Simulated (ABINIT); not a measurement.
# Quasiparticle gap of BN (Qingsongite) in ABINIT, part 3 of 3

Wanted: ground state, empty states, screening and self-energy for BN (Qingsongite).

ABINIT 10.8.3; LDA and many-body steps on it, plane waves. Known limits of the many-body steps: not at the basis limit; coarse k mesh.

So far. Step 4 (Empty states on the mesh, 6×6×6 mesh, 311 bands): On this mesh the gap is 4.420 eV. Step 5 (Screening, 6×6×6 mesh, 303 bands, screening to 598.7 eV): Local fields lower ε∞ by 7 %. On a Γ-centred mesh this coarse the value itself is usually too large, while a short band sum pulls it down.

## (6) Self-energy, 6×6×6 mesh, 303 bands, screening to 598.7 eV

The self-energy is evaluated for the states that the input lists, and the levels follow from it, in one-shot runs by the linearised quasiparticle equation.

This step: G0W0 on LDA, plane waves, norm-conserving pseudopotentials.

File run.abi:

```
acell 3*1.0 Angstrom
rprim 
  -0.000000000000 1.807500000000 1.807500000000
  1.807500000000 0.000000000000 1.807500000000
  1.807500000000 1.807500000000 -0.000000000000
ntypat 2
znucl 5 7
natom 2
typat 1 2
xred 
  0.000000000000 0.000000000000 0.000000000000
  0.250000000000 0.250000000000 0.250000000000
pp_dirpath "pseudos"
pseudos "B.upf, N.upf"
ecut 36
ngkpt 6 6 6
nshiftk 1
shiftk 0 0 0
kptopt 1
chksymbreak 0
istwfk *1
occopt 1
irdwfk 1
optdriver 4
nband 303
gwcalctyp 0
ecutsigx 36
symsigma 1
nkptgw 3
kptgw 
  0.0000000000 0.0000000000 0.0000000000
  0.5000000000 0.5000000000 0.0000000000
  0.5000000000 0.0000000000 0.0000000000
bdgw 
  2 7
  3 6
  3 7
ecuteps 22
irdscr 1
ppmodel 1
indata_prefix "in"
outdata_prefix "out"
tmpdata_prefix "tmp"
```

Run with:

```sh
$ OMP_NUM_THREADS=1 mpirun -n 4 abinit run.abi > log
```

Numbers of over 12 decimals in the logs are rounded to 6 here.

Output:

```text
.Version 10.8.3 of ABINIT. v10.8.2 released Aug 2026.

 Symmetries : space group F-4 3 m (#216); Bravais cF (face-center cubic)
[... echo of the input left out ...]
== DATASET  1 ==================================================================
-   mpi_nproc: 4, omp_nthreads: 1 (-1 if OMP is not activated)

--- !DatasetInfo
iteration_state: {dtset: 1, }
dimensions: {natom: 2, nkpt: 16, mband: 303, nsppol: 1, nspinor: 1, nspden: 1, mpw: 869, }
cutoff_energies: {ecut:  36.0, pawecutdg:  -1.0, }
electrons: {nelect:   8.00000000E+00, charge:   0.00000000E+00, occopt:   1.00000000E+00, tsmear:   1.00000000E-02, }

 SIGMA: Calculation of the GW corrections

 Based on a program developped by R.W. Godby, V. Olevano, G. Onida, and L. Reining.
 Incorporated in ABINIT by V. Olevano, G.-M. Rignanese, and M. Torrent.
.Using double precision arithmetic ; gwpc =  8

[... cell and pseudopotentials left out ...]
--------------------------------------------------------------------------------

 ==== K-mesh for the wavefunctions ====
 Number of points in the irreducible wedge :    16
[... list of points left out ...]
 Together with 24 symmetry operations and time-reversal symmetry
 yields   216 points in the full Brillouin Zone.

 ==== Q-mesh for screening function ====
 Number of points in the irreducible wedge :    16
[... list of points left out ...]
 Together with 24 symmetry operations and time-reversal symmetry
 yields   216 points in the full Brillouin Zone.

 vcoul_init : cutoff-mode = AUXILIARY_FUNCTION
 q-points for optical limit:   1
     1)      0.000010    0.000020    0.000030
 setmesh: FFT mesh size selected  =    25x   25x   25
          total number of points  =        15625

 Number of electrons calculated from density =    8.0000; Expected =    8.0000
 average of density, n =  0.100376
 r_s =    1.3348
 omega_plasma =   30.5612 [eV]

 === KS Band Gaps ===
  >>>> For spin  1
   Minimum direct gap =   8.7475 [eV], located at k-point      :   0.0000  0.0000  0.0000
   Fundamental gap    =   4.4200 [eV], Top of valence bands at :   0.0000  0.0000  0.0000
                                       Bottom of conduction at :   0.5000  0.5000  0.0000
 SIGMA fundamental parameters:
 PLASMON POLE MODEL  1
 number of plane-waves for SigmaX                  869
 number of plane-waves for SigmaC and W            411
 number of plane-waves for wavefunctions           869
 number of bands                                   303
 number of independent spin polarizations            1
 number of spinorial components                      1
 number of k-points in IBZ                          16
 number of q-points in IBZ                          16
 number of symmetry operations                      24
 number of k-points in BZ                          216
 number of q-points in BZ                          216
 number of frequencies for dSigma/dE                 9
 frequency step for dSigma/dE [eV]                0.25
 number of omega for Sigma on real axis              0
 max omega for Sigma on real axis  [eV]           0.00
 zcut for avoiding poles [eV]                     0.10

 EPSILON^-1 parameters (SCR file):
 dimension of the eps^-1 matrix on file            411
 dimension of the eps^-1 matrix used               411
 number of plane-waves for wavefunctions           869
 number of bands                                   303
 number of q-points in IBZ                          16
 number of frequencies                               2
 number of real frequencies                          1
 number of imag frequencies                          1

 matrix elements of self-energy operator (all in [eV])

 Perturbative Calculation

--- !SelfEnergy_ee
iteration_state: {dtset: 1, }
kpoint     : [   0.000,    0.000,    0.000, ]
spin       : 1
KS_gap     :    8.748
QP_gap     :   11.071
Delta_QP_KS:    2.323
data: !SigmaeeData |
     Band     E0 <VxcDFT>   SigX SigC(E0)      Z dSigC/dE  Sig(E)    E-E0       E
        2   8.006 -18.334 -22.055   2.205   0.824  -0.213 -19.583  -1.249   6.757
        3   8.006 -18.334 -22.055   2.205   0.824  -0.213 -19.583  -1.249   6.757
        4   8.006 -18.334 -22.055   2.205   0.824  -0.213 -19.583  -1.249   6.757
        5  16.753 -13.840  -7.141  -5.421   0.841  -0.190 -12.766   1.074  17.828
        6  16.753 -13.840  -7.141  -5.421   0.841  -0.190 -12.766   1.074  17.828
        7  16.753 -13.840  -7.141  -5.421   0.841  -0.190 -12.766   1.074  17.828

--- !SelfEnergy_ee
iteration_state: {dtset: 1, }
kpoint     : [   0.500,    0.500,    0.000, ]
spin       : 1
KS_gap     :    9.351
QP_gap     :   11.595
Delta_QP_KS:    2.244
data: !SigmaeeData |
     Band     E0 <VxcDFT>   SigX SigC(E0)      Z dSigC/dE  Sig(E)    E-E0       E
        3   3.075 -16.416 -21.623   3.299   0.816  -0.225 -17.974  -1.558   1.517
        4   3.075 -16.416 -21.623   3.299   0.816  -0.225 -17.974  -1.558   1.517
        5  12.426 -12.866  -7.423  -4.637   0.852  -0.173 -12.180   0.686  13.112
        6  17.261 -12.887  -6.730  -5.220   0.850  -0.177 -12.091   0.796  18.057

--- !SelfEnergy_ee
iteration_state: {dtset: 1, }
kpoint     : [   0.500,    0.000,    0.000, ]
spin       : 1
KS_gap     :   12.216
QP_gap     :   14.287
Delta_QP_KS:    2.070
data: !SigmaeeData |
     Band     E0 <VxcDFT>   SigX SigC(E0)      Z dSigC/dE  Sig(E)    E-E0       E
        3   6.055 -17.485 -21.827   2.649   0.821  -0.218 -18.875  -1.391   4.664
        4   6.055 -17.485 -21.827   2.649   0.821  -0.218 -18.875  -1.391   4.664
        5  18.271 -14.773  -8.158  -5.797   0.830  -0.204 -14.094   0.679  18.950
        6  18.648 -14.038  -6.915  -5.740   0.837  -0.195 -12.881   1.157  19.805
        7  18.648 -14.038  -6.915  -5.740   0.837  -0.195 -12.881   1.157  19.805

== END DATASET(S) ==============================================================
================================================================================

 -outvars: echo values of variables after computation  --------
           etotal      0.0000000000E+00
            nband         303
             nkpt          16
          spgroup         216
 [... the other variables as echoed above ...]

 Calculation completed.
```

Wall time 3.7 min (4 MPI ranks of Arm Neoverse V1, shared host); peak memory 2 GiB.

Numbers from this step:

* G0W0 gap on the points computed: 6.355 eV
* starting gap on the mesh: 4.420 eV
* k of the valence top: 0, 0, 0
* k of the conduction bottom: 0.5, 0.5, 0
* Z at the valence top: 0.824
* Z at the conduction bottom: 0.852
* least direct G0W0 gap on the computed points: 11.07 eV

The gap on the mesh goes from 4.42 eV to 6.36 eV, a correction of +1.93 eV.

Limits: finite bands, cutoff and mesh; coarse k mesh. v1 is the top filled band, c1 the lowest empty one. Levels before and after the correction, in eV, zero at the valence-band top of each column:

```csv
,conduction bottom,valence top
Kohn-Sham,4.42,0.00
G0W0,6.36,0.00
```

```csv
,level,energy (eV)
Kohn-Sham,Γ v3-v1,0.000
Kohn-Sham,Γ c1-c3,8.748
Kohn-Sham,(0.5 0.5 0) v2-v1,-4.931
Kohn-Sham,(0.5 0.5 0) c1,4.420
Kohn-Sham,(0.5 0.5 0) c2,9.255
G0W0,Γ v3-v1,0.000
G0W0,Γ c1-c3,11.071
G0W0,(0.5 0.5 0) v2-v1,-5.240
G0W0,(0.5 0.5 0) c1,6.355
G0W0,(0.5 0.5 0) c2,11.300
```

## (7) Where the time went

Times are wall times on 4 MPI ranks of Arm Neoverse V1, shared host, good to a factor of about two.

```csv
step,time,share,memory (GiB)
ground state,4.8 s,1 %,0.24
bands along the symmetry lines,3.6 s,1 %,0.23
empty states on the mesh,5.8 s,1 %,0.34
screening,4.7 min,54 %,1.7
self-energy,3.7 min,43 %,2.0
```

## (8) Outcome

```
LDA gap              : 4.42 eV, indirect
G0W0 gap on the mesh : 6.36 eV
GW settings          : 6×6×6 mesh, 303 bands, screening to 598.7 eV, Godby-Needs plasmon pole
known limits         : not at the basis limit; coarse k mesh
```

In words: G0W0 moves the gap on the mesh from 4.42 eV to 6.36 eV (+1.93 eV), with Z of 0.82 and 0.85 at the edges. Local fields lower the RPA ε∞ on this mesh from 4.79 to 4.43; a Γ-centred mesh this coarse tends to raise both, most where the direct gap is narrow, while a short band sum lowers them. Only 3 of the mesh's irreducible points were corrected, so a valley elsewhere could overtake. Bands and cutoff are finite, so the gap is not at the basis limit. The miss can reach some tenths of an eV and take either sign; the mesh is an error of its own. In the G0W0 run levels were corrected at 3 k points alone, so a gap called «on the mesh» is the least over those, and an edge elsewhere would be missed. The 6×6×6 mesh is coarse for this cell, which bears on the long-range parts of exchange and screening.

[Paths, hosts, dates, memory and timing lines, banners, echoed tables and standing remarks are left out of the program output.]

[Logs are printed without paths, hosts, clocks, repeated set-up lines and the standing remarks that a program may print on its own settings, such as how far it seeks lower states.]

[Runs of the session that timed out or met a known fault of the program may be left out.]

[Hosts, paths, dates, database ids (printed as entryN), source tags and the programs' standing remarks are cut or masked in the printed files.]

[G0W0 gaps are taken among the corrected bands and points alone; a level outside them can change the order at an edge.]

[Where Ansatz stands beside ABINIT at settings called matched, ABINIT's density can come from a denser mesh and the files from another edition; pairs whose starting gaps differed by over 0.03 eV were left out, so agreement reads better than it is.]
